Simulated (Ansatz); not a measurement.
# 2H-WS2 bilayer (AA) in a perpendicular field, part 4 of 4

Wanted: the out-of-plane response of the 2H-WS2 bilayer (AA). A positive field points along +c.

Ansatz 0.2.0; plane-wave DFT, r2SCAN-D4, Ansatz PAW.

So far. Step 11 (Field on, atoms free, field -0.1 V/Å): The dipole is -0.0488 e·Å, and the gap on the mesh 1.617 eV. Step 12 (Response, atoms relaxed): The induced dipole is that of a conductor 10.13 Å thick.

## (13) The same run with other settings: efield.amplitude = -0.05

This step: plane-wave DFT, r2SCAN-D4, Ansatz PAW (Ansatz 0.2.0).

A run with a changed input: it repeats the earlier run at 0.03 V/Å with efield.amplitude from 0.03 to -0.05.

Contents of input.yaml:

```yaml
crystal:
  lattice:
    - [3.1714976087, 0.0, 0.0]
    - [-1.5857488043, 2.7465974972, 0.0]
    - [0.0, 0.0, 27.9817302986]
  atoms:
    - { symbol: S, position: [0.3333333333, 0.6666666667, 0.3216384371] }
    - { symbol: W, position: [0.0, 0.0, 0.377433654] }
    - { symbol: S, position: [0.3333333333, 0.6666666667, 0.4332113895] }
    - { symbol: S, position: [0.3333333333, 0.6666666667, 0.5667886105] }
    - { symbol: W, position: [0.0, 0.0, 0.622566346] }
    - { symbol: S, position: [0.3333333333, 0.6666666667, 0.6783615629] }
kpoints:
  mp_grid: { grid: [18, 18, 1] }
  band_path:
    path: [[0, 0, 0], [0.5, 0, 0], [0.33333333, 0.33333333, 0], [0, 0, 0]]
    npoints: 16
hamiltonian:
  xc: r2scan
  dispersion: d4
scf:
  occupations: { method: fermi_dirac, width: 0.02585 }
  convergence: { dr2_threshold: 1.0e-10 }
efield:
  axis: 3
  dipole_correction: true
  ramp_position: 0.97
  ramp_width: 0.06
  amplitude: -0.05
output:
  write_potential: true
  write_density: true
  volumetric_format: npy
```

Started as:

```bash
$ ansatz run input.yaml --threads 4 --pin off --max-ram 6144MiB --backend cpu --events-out ev --progress --plain --runs-dir out
```

Numbers of over 12 decimals in the logs are rounded to 6 here.

The log of the run:

```text
[...]
Crystal: 6 atoms, lattice volume = 243.744 Å³
Basis set: ecut = 500 eV, 6145 PW (Γ), exchange–correlation on 96×96×864 points (64 copies of the dense FFT grid, shifted against one another)
Bands: 32, of which v1, the nominal top of the filled ones, is band 26 counted from 1 (25 counted from 0)
Symmetry: 6 space group operations
k-points: 37 of 324 (time reversal used)
[...]
SCF iter   1: F=—  HF=-24423.831019 eV  |F-HF|=—  |Δ(HF+E_count)|=         —  Δρ=5.68e-3  dr2=1.12e-1  dr2_τ=1.75e-1  ethr=1.77e-3  p=0.000 e·Å  D=5.85e-14 V/Å  ΔV_dip=-0.00 eV  dr2_dipole=1.44e-2  V_vac-E_F(+/−)=4.44/5.73 eV  ⟨swp⟩=9.7  Hψ=6713  notcnv=0
[...]
SCF iter  13: F=-24423.970224 eV  HF=-24423.970224 eV  |F-HF|=4.37e-11  |Δ(HF+E_count)|=  2.58e-10  Δρ=7.22e-8  dr2=6.20e-11  dr2_τ=2.28e-12  ethr=1.00e-12  p=-0.024 e·Å  D=-1.81e-2 V/Å  ΔV_dip=0.51 eV  dr2_dipole=9.95e-12  V_vac-E_F(+/−)=4.45/5.23 eV  ⟨swp⟩=10.2  Hψ=3828  notcnv=0
SCF 1 converged in 13 iterations: F = -24423.970224 eV  dr2 = 6.20e-11
[...]
SCF converged after 13 iterations
Free energy (F): -24423.970224 eV
[...]
Internal energy: -24423.970224 eV  (E = F + TS)
E sigma→0 (E₀):  -24423.970224 eV
Fermi energy:    2.509072 eV
Dipole field:    D = -0.018103 V/Å  (p = -0.024385 e·Å, saw-weighted, corrected)
Work function:   not extracted (applied field tilts the vacuum); planar V_es + V_field profile in the machine report
[...]
--- Band table (eV; the first three rows and the last of 37) ---
  k-point 0: bands = [... 22 lower, -0.2702, -0.2702, 1.2524, 1.6706, 4.5039, 4.5039, 4.5930, 4.5930, ... 2 higher]
  k-point 1: bands = [... 22 lower, -0.2542, -0.0579, 1.2360, 1.6294, 4.4550, 4.5048, 4.5622, 4.6012, ... 2 higher]
  k-point 2: bands = [... 22 lower, -0.1786, 0.1127, 1.1633, 1.4859, 4.1804, 4.3492, 4.4282, 4.4723, ... 2 higher]
  k-point 36: bands = [... 22 lower, -1.2232, -0.9205, 1.3778, 1.4718, 3.3455, 3.4339, 4.8812, 5.1605, ... 2 higher]
```

Elapsed: 30 s, on 4 threads of Arm Neoverse V2, shared host; peak memory 1.1 GiB.

This step gave:

```
gap on the k-mesh                  : 1.675 eV
dipole along the normal            : -0.02439 e·Å
gap along the path                 : 1.675 eV
smallest direct gap along the path : 1.874 eV
gap, the smaller of path and mesh  : 1.675 eV
```

Electronic bands along the path, in eV, zero at the Fermi level of the run, which the smearing sets inside the gap:

```
  point  band 23  band 24  band 25  band 26  band 27  band 28  band 29  band 30
      Γ    -2.78    -2.78    -1.26    -0.84     1.99     1.99     2.08     2.08
halfway    -3.00    -2.65    -2.01    -1.87     1.27     1.62     1.62     1.72
      M    -2.51    -2.42    -2.12    -1.95     1.94     2.02     2.36     2.49
halfway    -3.48    -3.19    -1.60    -1.49     1.58     1.67     2.66     2.82
      K    -3.73    -3.43    -1.13    -1.04     0.84     0.92     2.37     2.65
halfway    -2.67    -2.39    -2.02    -1.91     1.00     1.27     1.85     2.01
      Γ    -2.78    -2.78    -1.26    -0.84     1.99     1.99     2.08     2.08
```

```
                               quantity  this run  earlier run  difference
          dipole along the normal (e·Å)  -0.02439      0.01463      -0.039
                gap along the path (eV)     1.675        1.696      -0.021
smallest direct gap along the path (eV)     1.874        1.907      -0.034
                 gap on the k-mesh (eV)     1.675        1.696      -0.021
```

The applied field differs, and the slope found earlier predicts a dipole of -0.0244 e·Å; this run gives -0.0244 e·Å, in line with it.

Besides the dipole, what moves beyond 0.01 in its unit (for the dipole 0.5 % and 5e-5 e·Å): smallest direct gap along the path (-0.0337 eV), gap on the k-mesh (-0.0206 eV) and gap along the path (-0.0206 eV).

## (14) A changed input

Another changed input: it repeats the earlier run at 0.03 V/Å with efield.amplitude from 0.03 to 0.05 and efield.dipole_correction from true to false.

Changes to input.yaml since step 13:

```diff
@@ -25,6 +25,6 @@
   axis: 3
-  dipole_correction: true
+  dipole_correction: false
   ramp_position: 0.97
   ramp_width: 0.06
-  amplitude: -0.05
+  amplitude: 0.05
 output:
```

The log of the run:

```text
[...]
Crystal: 6 atoms, lattice volume = 243.744 Å³
Basis set: ecut = 500 eV, 6145 PW (Γ), exchange–correlation on 96×96×864 points (64 copies of the dense FFT grid, shifted against one another)
Bands: 32, of which v1, the nominal top of the filled ones, is band 26 counted from 1 (25 counted from 0)
Symmetry: 6 space group operations
k-points: 37 of 324 (time reversal used)
[...]
SCF iter   1: F=—  HF=-24423.830901 eV  |F-HF|=—  |Δ(HF+E_count)|=         —  Δρ=5.68e-3  dr2=1.12e-1  dr2_τ=1.75e-1  ethr=1.77e-3  p=-0.000 e·Å  V_vac-E_F(+/−)=5.72/4.45 eV  ⟨swp⟩=9.7  Hψ=6763  notcnv=0
[...]
SCF iter  13: F=-24423.970570 eV  HF=-24423.970570 eV  |F-HF|=3.27e-11  |Δ(HF+E_count)|=  9.60e-10  Δρ=6.46e-8  dr2=3.03e-11  dr2_τ=1.76e-12  ethr=1.00e-12  p=0.038 e·Å  V_vac-E_F(+/−)=5.44/4.23 eV  ⟨swp⟩=10.1  Hψ=3869  notcnv=0
SCF 1 converged in 13 iterations: F = -24423.970570 eV  dr2 = 3.03e-11
[...]
SCF converged after 13 iterations
Free energy (F): -24423.970570 eV
[...]
Internal energy: -24423.970570 eV  (E = F + TS)
E sigma→0 (E₀):  -24423.970570 eV
Fermi energy:    2.500166 eV
Dipole field:    D = 0.028367 V/Å  (p = 0.038211 e·Å, saw-weighted)
Work function:   not extracted (applied field tilts the vacuum); planar V_es + V_field profile in the machine report
[...]
--- Band table (eV; the first three rows and the last of 37) ---
  k-point 0: bands = [... 22 lower, -0.2453, -0.2453, 1.2460, 1.6770, 4.4793, 4.4793, 4.6110, 4.6110, ... 2 higher]
  k-point 1: bands = [... 22 lower, -0.2662, -0.0457, 1.2293, 1.6361, 4.4321, 4.4865, 4.5783, 4.5820, ... 2 higher]
  k-point 2: bands = [... 22 lower, -0.1874, 0.1211, 1.1554, 1.4940, 4.1676, 4.3405, 4.4322, 4.4482, ... 2 higher]
  k-point 36: bands = [... 22 lower, -1.2321, -0.9116, 1.3536, 1.4958, 3.3203, 3.4588, 4.8713, 5.1702, ... 2 higher]
```

The job ended after 30 s (4 threads; peak memory 1.1 GiB).

```
                               quantity  this run  earlier run  difference
          dipole along the normal (e·Å)   0.03821      0.01463       0.024
                gap along the path (eV)     1.643        1.696      -0.052
smallest direct gap along the path (eV)     1.825        1.907      -0.083
                 gap on the k-mesh (eV)     1.643        1.696      -0.052
```

The applied field differs, and the slope found earlier predicts a dipole of 0.0244 e·Å; this run gives 0.0382 e·Å, 0.014 e·Å more.

With the dipole correction off, the periodic images add a field of their own to the typed one.

Besides the dipole, what moves beyond 0.01 in its unit (for the dipole 0.5 % and 5e-5 e·Å): smallest direct gap along the path (-0.0828 eV), gap on the k-mesh (-0.0522 eV) and gap along the path (-0.0522 eV).

These numbers are not those of the isolated slab.

## (15) Results

```
gap without field                             : 1.72 eV
ionisation energy, upper face                 : 5.69 eV
electron affinity, upper face                 : 3.97 eV
equivalent conductor thickness, atoms held    : 10.1 Å
equivalent conductor thickness, atoms relaxed : 10.1 Å
```

**Reading.** The induced dipole equals that of a perfect conductor 10.13 Å thick, while the outer atoms lie 9.98 Å apart; an out-of-plane ε follows only once a thickness t is chosen, by 1 − 1/ε = 10.13 Å / t. The gap goes from 1.72 eV to 1.41 eV at -0.25 V/Å. With the field reversed the gap is 1.41 eV at 0.25 V/Å. Semilocal functionals give gaps that are too small, and excitons are not included. Spin-orbit coupling is left out, which matters for the bands of elements this heavy.

[Logs are printed without paths, hosts, clocks, repeated set-up lines and the standing remarks that a program may print on its own settings, such as how far it seeks lower states.]

[Hosts, paths, dates, database ids (printed as entryN), source tags and the programs' standing remarks are cut or masked in the printed files.]

[Maps of the electrostatic potential energy from Ansatz leave out the sawtooth potential of an applied field or a dipole correction, so their vacuum need not be flat; planar profiles and work functions include it.]
